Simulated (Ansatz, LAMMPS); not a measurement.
# Squeezing and shearing glassy 67SiO2-13Li2O-10Na2O-10SrO (mol %) (113 atoms), part 3 of 3

How stiff is glassy 67SiO2-13Li2O-10Na2O-10SrO (mol %) (113 atoms), and how do its levels respond to strain?

Ansatz 0.2.0; Kohn-Sham DFT, PBE, PAW (set soft_2), plane waves.

The cell: 26 Si, 10 Li, 8 Na, 4 Sr and 65 O. The quench rate of 25 K/ps is orders of magnitude faster than experiment. The starting topology of bonds comes from the classical model. Only the Γ point is sampled.

So far. Step 5 (Volume -3 %): The relaxation converged after 6 steps, 0.397 eV below its start, with a largest force component of 0.040 eV/Å. Step 5 (Volume -3 %): Volume -3 %: the energy stands 0.205 eV above that of the reference, at a pressure of 1.49 GPa.

### Step 6. Volume +3 %

The relaxed cell is scaled to another volume.

Input and log are left out; they have the form of those shown for this kind of step.

It took 1.7 min on 4 threads of Intel Xeon Platinum 8275CL at 3.00GHz (Skylake/Cascade Lake), shared host; peak memory 2.2 GiB; 6.4 min of CPU time.

The relaxation converged after 7 steps, 0.363 eV below its start, with a largest force component of 0.041 eV/Å.

Volume +3 %: the energy stands 0.182 eV above that of the reference, at a pressure of -1.27 GPa.

### Step 7. Volume -6 %

The relaxed cell is scaled to another volume.

Input and log are left out; they have the form of those shown for this kind of step.

The job ended after 1.9 min (4 threads of Intel Xeon Platinum 8275CL at 3.00GHz (Skylake/Cascade Lake), shared host; peak memory 2.1 GiB).

The relaxation converged after 8 steps, 1.68 eV below its start, with a largest force component of 0.049 eV/Å.

Volume -6 %: the energy stands 0.866 eV above that of the reference, at a pressure of 3.20 GPa.

### Step 8. Volume +6 %

The relaxed cell is scaled to another volume.

Input and log are left out; they have the form of those shown for this kind of step.

The job ended after 2.3 min (4 threads of Intel Xeon Platinum 8275CL at 3.00GHz (Skylake/Cascade Lake), shared host; peak memory 2.3 GiB; 8.5 min of CPU time).

The relaxation converged after 9 steps, 1.39 eV below its start, with a largest force component of 0.026 eV/Å.

Volume +6 %: the energy stands 0.696 eV above that of the reference, at a pressure of -2.28 GPa.

### Step 9. Volume -10 %

The relaxed cell is scaled to another volume.

Input and log are left out; they have the form of those shown for this kind of step.

Elapsed: 2.3 min, on 4 threads of Intel Xeon Platinum 8275CL at 3.00GHz (Skylake/Cascade Lake), shared host; peak memory 2.1 GiB; 8.6 min of CPU time.

The relaxation converged after 10 steps, 5.06 eV below its start, with a largest force component of 0.039 eV/Å.

Volume -10 %: the energy stands 2.57 eV above that of the reference, at a pressure of 5.80 GPa.

### Step 10. Stretched by 1 % along x

The relaxed cell is strained along x alone, which gives the stiffness along x and its coupling to y and z.

The input, input.yaml:

```yaml
crystal:
  lattice:
    - [11.77758, 0.05885, -0.09916]
    - [0.05944, 11.32522, 0.0568]
    - [-0.10015, 0.0568, 11.62152]
  atoms:
    [... the 113 atom lines of step 4 ...]
kpoints:
  mp_grid: { grid: [1, 1, 1] }
hamiltonian:
  xc: pbe
scf:
  occupations: { method: fermi_dirac, width: 0.05 }
output:
  forces: true
  eigenvalues: true
  stress: true
relax:
  f_tol: 0.05
  max_steps: 70
```

The run is started by

```console
ansatz run input.yaml --threads 4 --pin off --max-ram 8192MiB --backend cpu --events-out ev --progress --plain --runs-dir out
```

Numbers of over 12 decimals in the logs are rounded to 6 here.

What it wrote:

```text
[...]
Crystal: 113 atoms, lattice volume = 1549.929 Å³
Basis set: ecut = 420 eV, 30291 PW (Γ), exchange–correlation on 160×160×160 points (8 copies of the dense FFT grid, shifted against one another)
Bands: 431, of which v1, the nominal top of the filled ones, is band 318 counted from 1 (317 counted from 0)
Symmetry: 1 space group operations
[...]
k-points: 1
[...]
SCF iter   1: F=—  HF=-81661.493081 eV  |F-HF|=—  |Δ(HF+E_count)|=         —  Δρ=1.68e-3  dr2=6.05e-2  ethr=1.77e-3  ⟨swp⟩=6.0  Hψ=1986  notcnv=0  defer=100
[...]
SCF iter   6: F=-81661.501587 eV  HF=-81661.501585 eV  |F-HF|=1.31e-6  |Δ(HF+E_count)|=   1.71e-5  Δρ=2.61e-5  dr2=9.85e-6  ethr=9.83e-9  ⟨swp⟩=18.0  Hψ=2509  notcnv=0
SCF 1 converged in 6 iterations: F = -81661.501587 eV  dr2 = 9.85e-6
[...]
relax step   1: F+E_penalty+E_count = -81661.50158653 eV  Δ(F+E_penalty+E_count) = +0.000e0 eV  max|allowed force component| = 4.809e-1 eV/Å  Δτ_max = 0.0000 Å  (6 SCF iters, dr2 threshold 6.25e-5 eV, accepted)
[...]
relax step   2: F+E_penalty+E_count = -81661.55312503 eV  Δ(F+E_penalty+E_count) = -5.154e-2 eV  max|allowed force component| = 2.785e-1 eV/Å  Δτ_max = 0.0347 Å  (6 SCF iters, dr2 threshold 1.45e-5 eV, accepted)
[...]
relax step   3: F+E_penalty+E_count = -81661.58432154 eV  Δ(F+E_penalty+E_count) = -3.120e-2 eV  max|allowed force component| = 1.035e-1 eV/Å  Δτ_max = 0.0433 Å  (6 SCF iters, dr2 threshold 4.85e-6 eV, accepted)
relax step   4: F+E_penalty+E_count = -81661.57422217 eV  Δ(F+E_penalty+E_count) = +1.010e-2 eV  max|allowed force component| = 1.922e-1 eV/Å  Δτ_max = 0.0844 Å  (9 SCF iters, rejected (line search))
relax step   5: F+E_penalty+E_count = -81661.59364145 eV  Δ(F+E_penalty+E_count) = -9.320e-3 eV  max|allowed force component| = 5.864e-2 eV/Å  Δτ_max = 0.0411 Å  (8 SCF iters, accepted)
relax step   6: F+E_penalty+E_count = -81661.58432534 eV  Δ(F+E_penalty+E_count) = +9.316e-3 eV  max|allowed force component| = 1.134e-1 eV/Å  Δτ_max = 0.1000 Å  (9 SCF iters, rejected (line search))
[...]
relax step   7: F+E_penalty+E_count = -81661.59591829 eV  Δ(F+E_penalty+E_count) = -2.277e-3 eV  max|allowed force component| = 2.305e-2 eV/Å  Δτ_max = 0.0255 Å  (8 SCF iters, accepted)
SCF converged after 8 iterations
Free energy (F): -81661.595918 eV
[...]
Internal energy: -81661.595918 eV  (E = F + TS)
E sigma→0 (E₀):  -81661.595918 eV
Fermi energy:    5.164818 eV
[...]
--- Forces (eV/Å), atoms counted from 1 ---
  atom   1  Si     0.00344343     0.00344167     0.00412394
  atom   2  Si     0.00532883    -0.01335448     0.01454717
  atom   3  Si    -0.00289730    -0.00554796    -0.00095826
  atom   4  Si    -0.00805370     0.00963975     0.00304130
  atom   5  Si    -0.00339681     0.00859073     0.00048869
  atom   6  Si    -0.00219027     0.00703051    -0.00175336
  atom   7  Si    -0.01208095    -0.00990853     0.00525616
  atom   8  Si    -0.00254632    -0.01197513    -0.01158926
  atom   9  Si    -0.00566134     0.00300245    -0.00244364
  atom  10  Si     0.00165570     0.01123280    -0.00498052
  atom  11  Si    -0.01332140    -0.00769326    -0.00421115
  atom  12  Si    -0.00257711    -0.00714802    -0.00671674
  atom  13  Si    -0.00362346    -0.00918962     0.00221218
  atom  14  Si    -0.00029062     0.00866426     0.00613459
[...]
atom 112  O      0.00330048     0.00168160     0.00012941
  atom 113  O     -0.00573125    -0.00192147     0.00232804
  max |Σ_I F_I| component: 8.64e-5 eV/Å
--- Stress (GPa, compression-positive) ---
       -0.627921       0.017984      -0.036555
        0.017987      -0.309745       0.012222
       -0.036552       0.012220      -0.373522
  P = ⅓ Tr σ = -0.4371 GPa (-4.371 kbar)
--- Band table (eV) ---
[...]
--- Relaxed structure (7 steps of the walk, 5 accepted, 0 SCFs on fresh bases) ---
  F+E_penalty+E_count = -81661.59591829 eV   max|allowed force component| = 2.305e-2 eV/Å
  atoms:
    - { symbol: Si, position: [0.211383, 0.472561, 0.113683] }
    - { symbol: Si, position: [0.755762, 0.763426, 0.485456] }
    - { symbol: Si, position: [0.063731, 0.258898, 0.811038] }
    - { symbol: Si, position: [0.147396, 0.854228, 0.337945] }
[...]
- { symbol: O, position: [0.414937, 0.809502, 0.901750] }
```

It took 1.7 min on 4 threads of Intel Xeon Platinum 8275CL at 3.00GHz (Skylake/Cascade Lake), shared host; peak memory 2.2 GiB.

The relaxation converged after 7 steps, 0.0943 eV below its start, with a largest force component of 0.023 eV/Å.

Stretched by 1 % along x: the energy stands 0.0275 eV above that of the reference, at a pressure of -0.437 GPa.

### Step 11. Compressed by 1 % along x

The relaxed cell is strained along x alone, which gives the stiffness along x and its coupling to y and z.

input.yaml, the sections that differ from step 10:

```yaml
crystal:
  lattice:
    - [11.54436, 0.05885, -0.09916]
    - [0.05826, 11.32522, 0.0568]
    - [-0.09817, 0.0568, 11.62152]
  atoms:
    [... the 113 atom lines of step 4 ...]
# kpoints, hamiltonian, scf, output, relax: as in step 10
```

What it wrote:

```text
[...]
Crystal: 113 atoms, lattice volume = 1519.238 Å³
Basis set: ecut = 420 eV, 29703 PW (Γ), exchange–correlation on 160×160×160 points (8 copies of the dense FFT grid, shifted against one another)
Bands: 431, of which v1, the nominal top of the filled ones, is band 318 counted from 1 (317 counted from 0)
Symmetry: 1 space group operations
[...]
k-points: 1
[...]
SCF iter   1: F=—  HF=-81661.494591 eV  |F-HF|=—  |Δ(HF+E_count)|=         —  Δρ=1.71e-3  dr2=6.17e-2  ethr=1.77e-3  ⟨swp⟩=6.0  Hψ=1976  notcnv=0  defer=102
[...]
SCF iter   5: F=—  HF=-81661.502815 eV  |F-HF|=—  |Δ(HF+E_count)|=   1.04e-4  Δρ=7.45e-5  dr2=7.47e-5  ethr=5.06e-8  ⟨swp⟩=2.0  Hψ=727  notcnv=0  defer=106
SCF iter   6: F=-81661.502832 eV  HF=-81661.502830 eV  |F-HF|=1.66e-6  |Δ(HF+E_count)|=   1.52e-5  Δρ=2.54e-5  dr2=9.28e-6  ethr=9.83e-9  ⟨swp⟩=19.0  Hψ=2466  notcnv=0
SCF 1 converged in 6 iterations: F = -81661.502832 eV  dr2 = 9.28e-6
[...]
relax step   1: F+E_penalty+E_count = -81661.50283216 eV  Δ(F+E_penalty+E_count) = +0.000e0 eV  max|allowed force component| = 5.255e-1 eV/Å  Δτ_max = 0.0000 Å  (6 SCF iters, dr2 threshold 6.25e-5 eV, accepted)
[...]
relax step   2: F+E_penalty+E_count = -81661.55582340 eV  Δ(F+E_penalty+E_count) = -5.299e-2 eV  max|allowed force component| = 2.864e-1 eV/Å  Δτ_max = 0.0228 Å  (5 SCF iters, dr2 threshold 1.73e-5 eV, accepted)
[...]
relax step   3: F+E_penalty+E_count = -81661.58523123 eV  Δ(F+E_penalty+E_count) = -2.941e-2 eV  max|allowed force component| = 6.687e-2 eV/Å  Δτ_max = 0.0328 Å  (6 SCF iters, dr2 threshold 5.13e-6 eV, accepted)
relax step   4: F+E_penalty+E_count = -81661.58928088 eV  Δ(F+E_penalty+E_count) = -4.050e-3 eV  max|allowed force component| = 5.448e-2 eV/Å  Δτ_max = 0.0129 Å  (7 SCF iters, accepted)
relax step   5: F+E_penalty+E_count = -81661.58950652 eV  Δ(F+E_penalty+E_count) = -2.256e-4 eV  max|allowed force component| = 6.842e-2 eV/Å  Δτ_max = 0.0415 Å  (8 SCF iters, accepted)
relax step   6: F+E_penalty+E_count = -81661.59385736 eV  Δ(F+E_penalty+E_count) = -4.351e-3 eV  max|allowed force component| = 2.911e-2 eV/Å  Δτ_max = 0.0263 Å  (5 SCF iters, dr2 threshold 3.11e-6 eV, accepted)
[...]
relax step   7: F+E_penalty+E_count = -81661.59385862 eV  Δ(F+E_penalty+E_count) = -1.261e-6 eV  max|allowed force component| = 2.912e-2 eV/Å  Δτ_max = 0.0000 Å  (4 SCF iters, accepted)
SCF converged after 4 iterations
Free energy (F): -81661.593859 eV
[...]
Internal energy: -81661.593859 eV  (E = F + TS)
E sigma→0 (E₀):  -81661.593859 eV
Fermi energy:    5.357676 eV
[...]
Σ components = -81661.593859   (vs F -81661.593859, Δ=0.00e0)
--- Forces (eV/Å), atoms counted from 1 ---
  atom   1  Si     0.00917840     0.00056884     0.00312832
  atom   2  Si     0.00234894     0.00903452     0.00218876
  atom   3  Si     0.00931683     0.00571248     0.01075412
  atom   4  Si     0.00599255     0.00845172    -0.00342870
[...]
atom 113  O      0.00280021    -0.00800764     0.00253732
  max |Σ_I F_I| component: 1.37e-4 eV/Å
--- Stress (GPa, compression-positive) ---
        0.685988      -0.011672       0.026386
       -0.011669       0.321051       0.000230
        0.026388       0.000229       0.339564
  P = ⅓ Tr σ = 0.4489 GPa (4.489 kbar)
--- Band table (eV) ---
[...]
--- Relaxed structure (7 steps of the walk, 7 accepted, 0 SCFs on fresh bases) ---
  F+E_penalty+E_count = -81661.59385862 eV   max|allowed force component| = 2.912e-2 eV/Å
  atoms:
    - { symbol: Si, position: [0.210875, 0.471814, 0.114328] }
    - { symbol: Si, position: [0.755587, 0.764327, 0.483290] }
    - { symbol: Si, position: [0.059714, 0.259907, 0.813442] }
    - { symbol: Si, position: [0.150601, 0.851878, 0.336496] }
[...]
- { symbol: O, position: [0.409703, 0.809443, 0.901683] }
```

It took 91 s on 4 threads; peak memory 2.2 GiB.

The relaxation converged after 7 steps, 0.0910 eV below its start, with a largest force component of 0.029 eV/Å.

Compressed by 1 % along x: the energy stands 0.0295 eV above that of the reference, at a pressure of 0.449 GPa.

### Step 12. Sheared by 2 % in xy

A shear of the relaxed cell gives the modulus that volume changes can't reach.

input.yaml, the sections that differ from step 11:

```yaml
crystal:
  lattice:
    - [11.66156, 0.17546, -0.09916]
    - [0.1721, 11.32581, 0.0568]
    - [-0.09859, 0.05581, 11.62152]
  atoms:
    [... the 113 atom lines of step 4 ...]
# kpoints, hamiltonian, scf, output, relax: as in step 11
```

What it wrote:

```text
[...]
Crystal: 113 atoms, lattice volume = 1534.430 Å³
Basis set: ecut = 420 eV, 30017 PW (Γ), exchange–correlation on 160×160×160 points (8 copies of the dense FFT grid, shifted against one another)
Bands: 431, of which v1, the nominal top of the filled ones, is band 318 counted from 1 (317 counted from 0)
Symmetry: 1 space group operations
[...]
k-points: 1
[...]
SCF iter   1: F=—  HF=-81661.438797 eV  |F-HF|=—  |Δ(HF+E_count)|=         —  Δρ=1.70e-3  dr2=6.14e-2  ethr=1.77e-3  ⟨swp⟩=6.0  Hψ=1987  notcnv=0  defer=101
[...]
SCF iter   5: F=—  HF=-81661.447133 eV  |F-HF|=—  |Δ(HF+E_count)|=   1.08e-4  Δρ=7.36e-5  dr2=7.40e-5  ethr=5.07e-8  ⟨swp⟩=2.0  Hψ=727  notcnv=0  defer=105
SCF iter   6: F=-81661.447151 eV  HF=-81661.447149 eV  |F-HF|=1.64e-6  |Δ(HF+E_count)|=   1.63e-5  Δρ=2.56e-5  dr2=9.50e-6  ethr=9.83e-9  ⟨swp⟩=18.0  Hψ=2465  notcnv=0
SCF 1 converged in 6 iterations: F = -81661.447151 eV  dr2 = 9.50e-6
[...]
relax step   1: F+E_penalty+E_count = -81661.44715089 eV  Δ(F+E_penalty+E_count) = +0.000e0 eV  max|allowed force component| = 4.928e-1 eV/Å  Δτ_max = 0.0000 Å  (6 SCF iters, dr2 threshold 6.25e-5 eV, accepted)
[...]
relax step   2: F+E_penalty+E_count = -81661.52081343 eV  Δ(F+E_penalty+E_count) = -7.366e-2 eV  max|allowed force component| = 3.463e-1 eV/Å  Δτ_max = 0.0282 Å  (5 SCF iters, dr2 threshold 1.52e-5 eV, accepted)
[...]
relax step   3: F+E_penalty+E_count = -81661.56044192 eV  Δ(F+E_penalty+E_count) = -3.963e-2 eV  max|allowed force component| = 9.345e-2 eV/Å  Δτ_max = 0.0343 Å  (6 SCF iters, dr2 threshold 7.49e-6 eV, accepted)
relax step   4: F+E_penalty+E_count = -81661.51205593 eV  Δ(F+E_penalty+E_count) = +4.839e-2 eV  max|allowed force component| = 2.222e-1 eV/Å  Δτ_max = 0.0998 Å  (9 SCF iters, rejected (line search))
[...]
relax step   5: F+E_penalty+E_count = -81661.56915892 eV  Δ(F+E_penalty+E_count) = -8.717e-3 eV  max|allowed force component| = 4.503e-2 eV/Å  Δτ_max = 0.0259 Å  (9 SCF iters, accepted)
SCF converged after 9 iterations
Free energy (F): -81661.569159 eV
[...]
Internal energy: -81661.569159 eV  (E = F + TS)
E sigma→0 (E₀):  -81661.569159 eV
Fermi energy:    5.265707 eV
[...]
Σ components = -81661.569159   (vs F -81661.569159, Δ=0.00e0)
--- Forces (eV/Å), atoms counted from 1 ---
  atom   1  Si    -0.01743168    -0.02880585    -0.00504894
  atom   2  Si    -0.01734174    -0.01458470    -0.00500534
  atom   3  Si    -0.00899760    -0.00675620     0.00874958
  atom   4  Si    -0.01356195     0.02363145     0.00254510
[...]
atom 113  O     -0.00185441     0.00291377    -0.00539468
  max |Σ_I F_I| component: 1.02e-4 eV/Å
--- Stress (GPa, compression-positive) ---
        0.028930      -0.650356       0.046063
       -0.650353      -0.006075       0.086732
        0.046066       0.086731       0.068294
  P = ⅓ Tr σ = 0.0304 GPa (0.304 kbar)
--- Band table (eV) ---
[...]
--- Relaxed structure (5 steps of the walk, 4 accepted, 0 SCFs on fresh bases) ---
  F+E_penalty+E_count = -81661.56915892 eV   max|allowed force component| = 4.503e-2 eV/Å
  atoms:
    - { symbol: Si, position: [0.211197, 0.473337, 0.114723] }
    - { symbol: Si, position: [0.755652, 0.764184, 0.484276] }
    - { symbol: Si, position: [0.061868, 0.259959, 0.811211] }
    - { symbol: Si, position: [0.148771, 0.853177, 0.336479] }
[...]
- { symbol: O, position: [0.410463, 0.809927, 0.900654] }
```

The job ended after 72 s (4 threads; peak memory 2.2 GiB).

The relaxation converged after 5 steps, 0.122 eV below its start, with a largest force component of 0.045 eV/Å.

Sheared by 2 % in xy: the energy stands 0.0542 eV above that of the reference, at a pressure of 0.0304 GPa.

### Step 13. Pressure against volume

Atoms are relaxed at each volume, in the scaled cell.

| volume change (%) | volume (Å³/atom) | energy change (meV/atom) | pressure (GPa) | largest move on relaxing (Å) | bonds | gap (eV) |
| --- | --- | --- | --- | --- | --- | --- |
| -10 | 12.222 | 22.71 | 5.80 | 0.45 | 200 | 4.02 |
| -6 | 12.766 | 7.66 | 3.20 | 0.22 | 197 | 3.94 |
| -3 | 13.173 | 1.82 | 1.49 | 0.14 | 194 | 3.87 |
| +0 | 13.580 | 0.00 | -0.02 | - | 193 | 3.80 |
| +3 | 13.988 | 1.61 | -1.27 | 0.17 | 192 | 3.72 |
| +6 | 14.395 | 6.16 | -2.28 | 0.30 | 192 | 3.64 |

### Step 14. Uniaxial strain and shear

Stress (GPa, compression positive) less that of the relaxed cell, atoms relaxed:

| strain | xx | yy | zz | xy | energy change (meV/atom) |
| --- | --- | --- | --- | --- | --- |
| stretched by 1 % along x | -0.601 | -0.306 | -0.357 | 0.017 | 0.24 |
| compressed by 1 % along x | 0.713 | 0.324 | 0.356 | -0.013 | 0.26 |
| sheared by 2 % in xy | 0.056 | -0.003 | 0.085 | -0.652 | 0.48 |

### Step 15. Findings

The bulk modulus, from the slope of pressure against ln V over the three points nearest the relaxed volume, is 45.9 GPa; a quadratic over all points gives a pressure derivative of about 4.2. The count of bonds runs from 192 to 200 over the series, so at some points contacts cross the cutoffs. The gap goes from 4.02 eV at the smallest volume to 3.64 eV at the largest, -2.3 eV per unit of ln V by a straight line, on the run's k-points. In the Cartesian axes of the cell, finite differences give C11 = 65.7, C12 = 31.5, C13 = 35.7 and C66 = 32.6 GPa (the shear of 2 % is the engineering strain, εxy = 0.01). The mean of C11, C12 and C13, which equals the bulk modulus in a cubic or isotropic solid, is 44.3 GPa: it agrees with the bulk modulus within 10 %. For an isotropic solid C66 would equal (C11 − C12)/2 = 17.1 GPa; so small a sample needn't be isotropic, and C66 rests on one shear. The two differ too much for isotropic moduli to be formed.

**Limits.** Strains are finite and relaxations stop at the force tolerance of the input, which can leave moduli too stiff; they are those of a static cell at zero temperature. Volumes are changed with the cell's shape held, so in an anisotropic solid the modulus lies over the one under free hydrostatic load. The program notes that the SCF threshold of the relaxations is loose for the stress.

The DFT runs together took 27 min of wall time.

[Logs are printed without paths, hosts, clocks, repeated set-up lines and the standing remarks that a program may print on its own settings, such as how far it seeks lower states.]

[Hosts, paths, dates, database ids (printed as entryN), source tags and the programs' standing remarks are cut or masked in the printed files.]
